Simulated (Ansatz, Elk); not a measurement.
# How far do independent atoms describe BaHfSn3?

The structure of BaHfSn3 used here is made up (a known structure type with other elements) and was relaxed beforehand with PBE. The aim is the Fourier transform of its all-electron density, F(hkl), set beside the sum over free spherical atoms that refinements use.

Main program and level: Elk 11.2.3 (patched build); DFT, PBE, all-electron APW+lo, Dirac cores, scalar-relativistic bands, static density, no spin.

The structure was built from a prototype and need not be the compound's stable phase.

## 1. The starting structure

The structure is tetragonal, space group I4mm (No. 107). The conventional cell has a = 5.495 Å, b = 5.495 Å, c = 10.728 Å, α = 90.00°, β = 90.00°, γ = 90.00°. Nearest to Hf lie 5 Sn at 2.91 to 2.93 Å and 1 Ba at 3.59 Å. Ba has 1 Hf at 3.59 Å and 8 Sn at 3.80 to 3.88 Å nearest. Nearest to Sn lie 1 Hf at 2.93 Å and 4 Sn at 3.11 Å. Sn has 2 Hf at 2.91 Å and 6 Sn at 3.11 to 3.89 Å and 4 Ba at 3.80 to 3.88 Å nearest. Farther neighbours are not listed.

## 2. Ground state and structure factors

An all-electron density is needed, since X-rays see the cores too. Task 0 finds the density and task 195 Fourier-transforms it; tshift is off so that phases refer to the origin typed.

The input, elk.in:

```
tasks
  0
  195

xctype
  20

spinpol
  .false.

rgkmax
  7.0

gmaxvr
  14.0

lmaxo
  7

lmaxapw
  8

swidth
  0.002

tshift
  .false.

ramdisk
  .false.

hmaxvr
  5.5

maxscl
  120

epspot
  1e-06

sppath
  './'

avec
  -5.19244353694 5.19244353694 10.13631495285
  5.19244353694 -5.19244353694 10.13631495285
  5.19244353694 5.19244353694 -10.13631495285

atoms
  3
  'Hf.in'
  1
  0.3329034568 0.3329034568 -0.0000000000   0.000000 0.000000 0.000000
  'Ba.in'
  1
  0.9978015638 0.9978015638 0.0000000000   0.000000 0.000000 0.000000
  'Sn.in'
  3
  0.6063551512 0.6063551512 0.0000000000   0.000000 0.000000 0.000000
  0.2429199141 0.7429199141 0.5000000000   0.000000 0.000000 0.000000
  0.7429199141 0.2429199141 0.5000000000   0.000000 0.000000 0.000000

ngridk
  6 6 6
```

On the command line:

```
$ OMP_NUM_THREADS=4 elk
```

Numbers of over 12 decimals in the logs are rounded to 6 here.

Output:

```text
┌─────────────────────────┐
│ Elk code version 11.2.3 │
└─────────────────────────┘

All units are atomic (Hartree, Bohr, etc.)

┌─────────────────────────────────────────────────┐
│ Ground-state run starting from atomic densities │
└─────────────────────────────────────────────────┘

Lattice vectors :
  -5.192443537       5.192443537       10.13631495
   5.192443537      -5.192443537       10.13631495
   5.192443537       5.192443537      -10.13631495

Reciprocal lattice vectors :
  0.5409854229E-17  0.6050316448      0.3099343961
  0.6050316448      0.5409854229E-17  0.3099343961
  0.6050316448      0.6050316448     -0.5056616573E-17

Unit cell volume      :    1093.159801
Brillouin zone volume :   0.2269112102

Muffin-tin inner radius fraction :   0.1000000000E-01

Nuclei treated as point charges

Species : 1 (Hf)
 parameters loaded from : Hf.in
 name : hafnium
 nuclear charge    :   -72.00000000
 electronic charge :    72.00000000
 atomic mass :    325367.3659
 muffin-tin radius :    2.800000000
 number of radial points in muffin-tin :   1393
 inner part over the whole radius :   0.9942779402E-02
 number on inner part of muffin-tin    :    999
 approximate nuclear radius :   0.1000320365E-03
 number of mesh points to nuclear radius :    518
 atomic positions (lattice), magnetic fields (Cartesian) :
  1 :   0.33290346  0.33290346  0.00000000    0.00000000  0.00000000  0.00000000

Species : 2 (Ba)
 parameters loaded from : Ba.in
 name : barium
 nuclear charge    :   -56.00000000
 electronic charge :    56.00000000
 atomic mass :    250331.8071
 muffin-tin radius :    2.800000000
 number of radial points in muffin-tin :   1393
 inner part over the whole radius :   0.9950032293E-02
 number on inner part of muffin-tin    :    996
 approximate nuclear radius :   0.9171481901E-04
 number of mesh points to nuclear radius :    504
 atomic positions (lattice), magnetic fields (Cartesian) :
  1 :   0.99780156  0.99780156  0.00000000    0.00000000  0.00000000  0.00000000

Species : 3 (Sn)
 parameters loaded from : Sn.in
 name : tin
 nuclear charge    :   -50.00000000
 electronic charge :    50.00000000
 atomic mass :    216395.0922
 muffin-tin radius :    2.600000000
 number of radial points in muffin-tin :   1193
 inner part over the whole radius :   0.9914297220E-02
 number on inner part of muffin-tin    :    850
 approximate nuclear radius :   0.8828114845E-04
 number of mesh points to nuclear radius :    428
 atomic positions (lattice), magnetic fields (Cartesian) :
  1 :   0.60635515  0.60635515  0.00000000    0.00000000  0.00000000  0.00000000
  2 :   0.24291991  0.74291991  0.50000000    0.00000000  0.00000000  0.00000000
  3 :   0.74291991  0.24291991  0.50000000    0.00000000  0.00000000  0.00000000

Total number of atoms per unit cell :    5
Total muffin-tin volume :    404.7711751
 ratio of muffin-tin to unit cell volume :   0.3702763078

Spin treatment :
 spin-unpolarised

Number of Bravais lattice symmetries :   16
Number of crystal symmetries         :    8
Crystal has no inversion symmetry
Complex Hermitian eigensolver will be used

k-point grid :      6     6     6
k-point offset :    0.000000000       0.000000000       0.000000000
k-point set is reduced with full crystal symmetry group
Total number of k-points :       48

Muffin-tin radius times maximum |G+k| :    7.000000000
 using average radius
Maximum |G+k| for APW functions       :    2.611940299
Maximum (1/2)|G+k|²                   :    3.411116061
Maximum |G| for potential and density :    14.00000000
Constant for pseudocharge density :   10
 order of it for each species :   17  17  17
 order of it for pair densities of each species (exact exchange by exxq0 0: 18) :   11  11   9
Radial integration step length :    1

G-vector grid sizes :     56    56    56
Number of G-vectors :    50529

Maximum angular momentum used for
 APW functions            :    8
 outer part of muffin-tin :    7
 inner part of muffin-tin :    2

Total nuclear charge    :   -278.0000000
[...]
xc potential                :     -1320.6589383436
 exchange                    :     -988.56362001081
 correlation                 :     -15.469008338727
 electron entropic           :    -0.13086571220681E-02
 total energy                :     -41775.924262438

Density of states at Fermi energy :    99.07030477
 (states/Hartree/unit cell)

Estimated indirect band gap :   0.1361184275E-02
 from k-point 32 to k-point 15
Estimated direct band gap   :   0.9345838495E-02
 at k-point 39

Charges :
 core                        :    172.0000000
 valence                     :    106.0000000
 interstitial                :    9.724783158
 muffin-tins (core leakage)
  species : 1 (Hf)
   atom 1                    :    70.07918918     (  0.2649624520E-07)
  species : 2 (Ba)
[...]
species : 3 (Sn)
[...]
total in muffin-tins        :    268.2752168
 total calculated charge     :    277.9995798
 total charge                :    278.0000000
 error                       :   0.4201691603E-03

RMS change in Kohn-Sham potential (target) :   0.1043956364     (  0.1000000000E-05)
Absolute change in total energy (target)   :   0.3299252253     (  0.1000000000E-03)

[... loops 3 to 15 left out ...]

┌──────────────────┐
│ Loop number : 16 │
└──────────────────┘

Energies :
 Fermi                       :     0.216801
 sum of occupied eigenvalues :     -25448.282952869
 electron kinetic            :      45092.342664271
 core electron kinetic       :      43577.733089564
 Coulomb                     :     -85862.459123019
 Coulomb potential           :     -69228.795721881
 nuclear-nuclear             :     -3615.0805652070
 electron-nuclear            :     -95332.721361889
 Hartree                     :      13085.342804077
 Madelung                    :     -51248.061262079
 xc potential                :     -1311.8298952594
 exchange                    :     -988.86595301751
 correlation                 :     -15.471428463956
 electron entropic           :    -0.15352642106330E-02
 total energy                :     -41774.455375494

Density of states at Fermi energy :    116.8019228
 (states/Hartree/unit cell)

Estimated indirect band gap :   0.1143188220E-02
 from k-point 15 to k-point 11
Estimated direct band gap   :   0.4456806307E-02
 at k-point 39

Charges :
 core                        :    172.0000000
 valence                     :    106.0000000
 interstitial                :    9.545179787
 muffin-tins (core leakage)
  species : 1 (Hf)
[...]
species : 2 (Ba)
[...]
species : 3 (Sn)
[...]
total in muffin-tins        :    268.4548202
 total calculated charge     :    277.9996211
 total charge                :    278.0000000
 error                       :   0.3788861652E-03

RMS change in Kohn-Sham potential (target) :   0.1050214512E-06 (  0.1000000000E-05)
Absolute change in total energy (target)   :   0.7172326877E-04 (  0.1000000000E-03)

Convergence targets achieved

┌──────────────────┐
│ Loop number : 17 │
└──────────────────┘

Energies :
 Fermi                       :     0.216801
 sum of occupied eigenvalues :     -25448.282959472
 electron kinetic            :      45092.342660454
 core electron kinetic       :      43577.733087976
 Coulomb                     :     -85862.459123279
 Coulomb potential           :     -69228.795722927
 nuclear-nuclear             :     -3615.0805652070
 electron-nuclear            :     -95332.721361403
 Hartree                     :      13085.342803331
 Madelung                    :     -51248.061261815
 xc potential                :     -1311.8298969992
 exchange                    :     -988.86595301924
 correlation                 :     -15.471428463272
 electron entropic           :    -0.15352641529363E-02
 total energy                :     -41774.455379571

Density of states at Fermi energy :    116.8019177
 (states/Hartree/unit cell)

Estimated indirect band gap :   0.1143188663E-02
 from k-point 15 to k-point 11
Estimated direct band gap   :   0.4456807619E-02
 at k-point 39

Charges :
 core                        :    172.0000000
 valence                     :    106.0000000
 interstitial                :    9.545179661
 muffin-tins (core leakage)
  species : 1 (Hf)
[...]
species : 2 (Ba)
[...]
species : 3 (Sn)
   atom 1                    :    48.12423987     (  0.6597305497E-04)
   atom 2                    :    48.21623127     (  0.6642259378E-04)
   atom 3                    :    48.21623127     (  0.6642259378E-04)
 total in muffin-tins        :    268.4548203
 total calculated charge     :    277.9996211
 total charge                :    278.0000000
 error                       :   0.3788863123E-03

┌──────────────────────────────┐
│ Self-consistent loop stopped │
└──────────────────────────────┘

Wrote STATE.OUT
```

Wall time 92 s (4 threads of Arm Neoverse V2, shared host); peak memory 0.31 GiB; 4.9 min of CPU time.

SFACRHO.OUT:

```text

h k l indices transformed by vhmat matrix:
   1.000000000       0.000000000       0.000000000    
   0.000000000       1.000000000       0.000000000    
   0.000000000       0.000000000       1.000000000    

      h      k      l  multipl.   |H|            Re(F)            Im(F)           |F|

      0      0      0      1   0.0000000       278.00000     -0.46869775E-16   278.00000    
      1      1     -1      1  0.61986879      -65.305596      -6.4598120       65.624310    
     -1     -1      1      1  0.61986879      -65.305596       6.4598120       65.624310    
      1      0     -1      4  0.67979601      -18.884112       29.371335       34.918262    
     -1      0      0      4  0.67979601      -18.884112      -29.371335       34.918262    
     -1      1      0      4  0.85564396       70.317756      0.18685015E-13   70.317756    
     -1     -1      0      4   1.0565812       110.35553       22.152328       112.55696    
      2      0     -1      4   1.0565812       110.35553      -22.152328       112.55696    
     -2     -1      2      4   1.1093229       127.43939       40.886601       133.83763    
      2      1     -1      4   1.1093229       127.43939      -40.886601       133.83763    
      1     -1      1      4   1.2100633       231.79342     -0.37978015E-13   231.79342    
     -2     -2      2      1   1.2397376       59.492557      -55.231699       81.178230    
      2      2     -2      1   1.2397376       59.492557       55.231699       81.178230    
      0     -2      0      4   1.3595920      -56.407412       7.4821503       56.901482    
      0      2      0      4   1.3595920      -56.407412      -7.4821503       56.901482    
      0      1      1      8   1.3879394      -17.104674       26.696112       31.705713    
     -1      0     -1      8   1.3879394      -17.104674      -26.696112       31.705713    
      2      2     -1      4   1.5063452      -96.647966       80.095249       125.52322
```

Elk indexes on the primitive cell of elk.in and gives |H| = 4π sin θ/λ in inverse bohr. Below, one row stands for each form hkl of the conventional cell (m members, Friedel mates merged), F is for one primitive cell and the density is static (no thermal factor). Free-atom factors are Waasmaier and Kirfel's, and R is Σm||F|−|F'||/Σm|F|.

| hkl | m | sin θ/λ (Å⁻¹) | abs F, DFT | neutral atoms | diff. | abs of complex diff. |
| --- | --- | --- | --- | --- | --- | --- |
| 002 | 2 | 0.093 | 65.624 | 65.505 | +0.119 | 0.152 |
| 101 | 8 | 0.102 | 34.918 | 34.916 | +0.002 | 0.112 |
| 110 | 4 | 0.129 | 70.318 | 70.400 | -0.082 | 0.082 |
| 112 | 8 | 0.159 | 112.557 | 112.461 | +0.097 | 0.181 |
| 103 | 8 | 0.167 | 133.837 | 133.981 | -0.144 | 0.190 |
| 200 | 4 | 0.182 | 231.793 | 231.961 | -0.168 | 0.168 |
| 004 | 2 | 0.186 | 81.178 | 81.129 | +0.049 | 0.198 |
| 202 | 8 | 0.204 | 56.901 | 57.236 | -0.335 | 0.347 |
| 211 | 16 | 0.209 | 31.706 | 32.022 | -0.316 | 0.327 |
| 114 | 8 | 0.227 | 125.523 | 125.992 | -0.469 | 0.476 |
| 213 | 16 | 0.247 | 120.436 | 120.698 | -0.261 | 0.297 |
| 105 | 8 | 0.250 | 65.934 | 66.130 | -0.195 | 0.197 |
| 220 | 4 | 0.257 | 208.635 | 209.141 | -0.506 | 0.506 |
| 204 | 8 | 0.261 | 73.052 | 73.130 | -0.078 | 0.095 |
| 222 | 8 | 0.274 | 52.042 | 52.386 | -0.344 | 0.345 |
| 301 | 8 | 0.277 | 30.223 | 30.068 | +0.155 | 0.157 |
| 006 | 2 | 0.280 | 13.001 | 12.909 | +0.092 | 0.128 |
| 310 | 8 | 0.288 | 58.758 | 58.743 | +0.014 | 0.014 |

## 3. The highest occupied states alone

An energy window below the Fermi level keeps the highest occupied states, to see at which angles they scatter; shallow core shells can lie inside it and anion s states outside. No new self-consistency is needed.

Changes to elk.in since step 2:

```diff
@@ -1,3 +1,2 @@
 tasks
-  0
   195
@@ -40,2 +39,5 @@
 
+wsfac
+  -0.150690 0.516800
+
 sppath
```

On the command line:

```
$ OMP_NUM_THREADS=4 elk
```

Output:

```text
┌─────────────────────────────────┐
│ Elk code version 11.2.3 started │
└─────────────────────────────────┘

Info(readinput): the functional depends on the density's gradient
 muffin-tin radial points multiplied by    2.00000
 (not where nrmtscf is given)

┌────────────────────┐
│ Current task : 195 │
└────────────────────┘

Info(sfacrho): density structure factors written to SFACRHO.OUT

 Energy window :  -0.1506900000      0.5168000000

┌──────────────────┐
│ Elk code stopped │
└──────────────────┘
```

The job ended after 22 s (4 threads; peak memory 0.18 GiB; 28 s of CPU time).

States within 10 eV below the Fermi level hold 18.00 electrons; any levels below the window count with the cores. Their amplitudes can exceed the total, where window and core parts have opposite phase:

| hkl | sin θ/λ (Å⁻¹) | abs F, window | abs F, all |
| --- | --- | --- | --- |
| 002 | 0.093 | 4.845 | 65.624 |
| 101 | 0.102 | 2.230 | 34.918 |
| 110 | 0.129 | 0.205 | 70.318 |
| 112 | 0.159 | 1.405 | 112.557 |
| 103 | 0.167 | 0.926 | 133.837 |
| 200 | 0.182 | 1.521 | 231.793 |
| 004 | 0.186 | 0.479 | 81.178 |
| 202 | 0.204 | 0.153 | 56.901 |
| 211 | 0.209 | 0.194 | 31.706 |
| 114 | 0.227 | 0.229 | 125.523 |

## 4. Another functional

The difference from free atoms is small, so it is set against the change that LDA (Perdew-Wang) makes.

Changes to elk.in since step 3:

```diff
@@ -1,2 +1,3 @@
 tasks
+  0
   195
@@ -4,3 +5,3 @@
 xctype
-  20
+  3
 
@@ -39,5 +40,2 @@
 
-wsfac
-  -0.150690 0.516800
-
 sppath
```

On the command line:

```
$ OMP_NUM_THREADS=4 elk
```

Output:

```text
┌─────────────────────────┐
│ Elk code version 11.2.3 │
└─────────────────────────┘

All units are atomic (Hartree, Bohr, etc.)

┌─────────────────────────────────────────────────┐
│ Ground-state run starting from atomic densities │
└─────────────────────────────────────────────────┘

Lattice vectors :
  -5.192443537       5.192443537       10.13631495
   5.192443537      -5.192443537       10.13631495
   5.192443537       5.192443537      -10.13631495

Reciprocal lattice vectors :
  0.5409854229E-17  0.6050316448      0.3099343961
[...]
interstitial                :    9.454083733
 muffin-tins (core leakage)
  species : 1 (Hf)
[...]
species : 2 (Ba)
[...]
species : 3 (Sn)
[...]
atom 2                    :    48.23863772     (  0.6279431991E-04)
   atom 3                    :    48.23863772     (  0.6279431991E-04)
 total in muffin-tins        :    268.5459163
 total calculated charge     :    277.9996359
 total charge                :    278.0000000
 error                       :   0.3640747316E-03

┌──────────────────────────────┐
│ Self-consistent loop stopped │
└──────────────────────────────┘

Wrote STATE.OUT
[key lines of the parts left out:]
total energy                :     -41743.242977248
```

Run time: 60 s. Hardware: 4 threads; peak memory 0.24 GiB.

Against the first run R = 0.02 %; the largest change is -0.063 at 314.

## 5. Basis size

A smaller basis shows how fast F responds to it; the change is likely larger than the basis error of the first run, but doesn't show convergence.

Changes to elk.in since step 4:

```diff
@@ -5,3 +5,3 @@
 xctype
-  3
+  20
 
@@ -11,3 +11,3 @@
 rgkmax
-  7.0
+  5.5
```

On the command line:

```
$ OMP_NUM_THREADS=4 elk
```

Output:

```text
┌─────────────────────────┐
│ Elk code version 11.2.3 │
└─────────────────────────┘

All units are atomic (Hartree, Bohr, etc.)

┌─────────────────────────────────────────────────┐
│ Ground-state run starting from atomic densities │
└─────────────────────────────────────────────────┘

Lattice vectors :
  -5.192443537       5.192443537       10.13631495
   5.192443537      -5.192443537       10.13631495
   5.192443537       5.192443537      -10.13631495

Reciprocal lattice vectors :
  0.5409854229E-17  0.6050316448      0.3099343961
[...]
interstitial                :    9.723258555
 muffin-tins (core leakage)
  species : 1 (Hf)
[...]
species : 2 (Ba)
[...]
species : 3 (Sn)
[...]
atom 2                    :    48.18790428     (  0.6714813575E-04)
   atom 3                    :    48.18790428     (  0.6714813575E-04)
 total in muffin-tins        :    268.2767414
 total calculated charge     :    277.9998043
 total charge                :    278.0000000
 error                       :   0.1957136416E-03

┌──────────────────────────────┐
│ Self-consistent loop stopped │
└──────────────────────────────┘

Wrote STATE.OUT
[key lines of the parts left out:]
total energy                :     -41774.245549270
```

The job ended after 71 s (4 threads; peak memory 0.31 GiB).

Against the first run R = 0.02 %; the largest change is +0.087 at 400.

## 6. Settings against the effect

| run | R against the first run (%) | R against neutral atoms, low angle (%) | wall time |
| --- | --- | --- | --- |
| PBE, rgkmax 7 | 0.00 | 0.26 | 92 s |
| LDA (Perdew-Wang) | 0.02 | 0.26 | 60 s |
| rgkmax 5.5 | 0.02 | 0.25 | 71 s |

## 7. Outcome

| Quantity | Value |
| --- | --- |
| R against neutral atoms, sin θ/λ < 0.3 Å⁻¹ | 0.26 % |
| R against neutral atoms, 0.3 to 0.67 Å⁻¹ | 0.09 % |

What this shows: Independent neutral atoms miss the calculated amplitudes by R = 0.26 % below 0.3 Å⁻¹ and 0.09 % from there to 0.67 Å⁻¹; by shells, 0.08 % below 0.15 Å⁻¹ (3 forms), 0.27 % 0.15 to 0.3 (15 forms), 0.06 % 0.3 to 0.45 (32 forms), 0.10 % above 0.45 (99 forms). Bonding, aspherical density and the tables' own atoms all enter these figures, and the runs don't part them. The largest change of an amplitude is -0.51 electrons, at 220. R counts amplitudes alone; phases shift too. The window's part falls from 18.0 electrons at the origin to at most 0.29 between 0.45 and 0.67 Å⁻¹. Below 0.3 Å⁻¹ the changes that finished (LDA (Perdew-Wang) and rgkmax 5.5) move F by R = 0.02 % at most, against the 0.26 % that separates it from free atoms. The k-mesh has no finished test. Spin-orbit coupling is left out, which can matter for elements this heavy. Part of the difference isn't bonding: the tables are fits to free atoms and ions calculated by other methods than this functional. Thermal motion, anomalous dispersion and extinction are left out.

[Logs are printed without paths, hosts, clocks, repeated set-up lines and the standing remarks that a program may print on its own settings, such as how far it seeks lower states.]

[Hosts, paths, dates, database ids (printed as entryN), source tags and the programs' standing remarks are cut or masked in the printed files.]
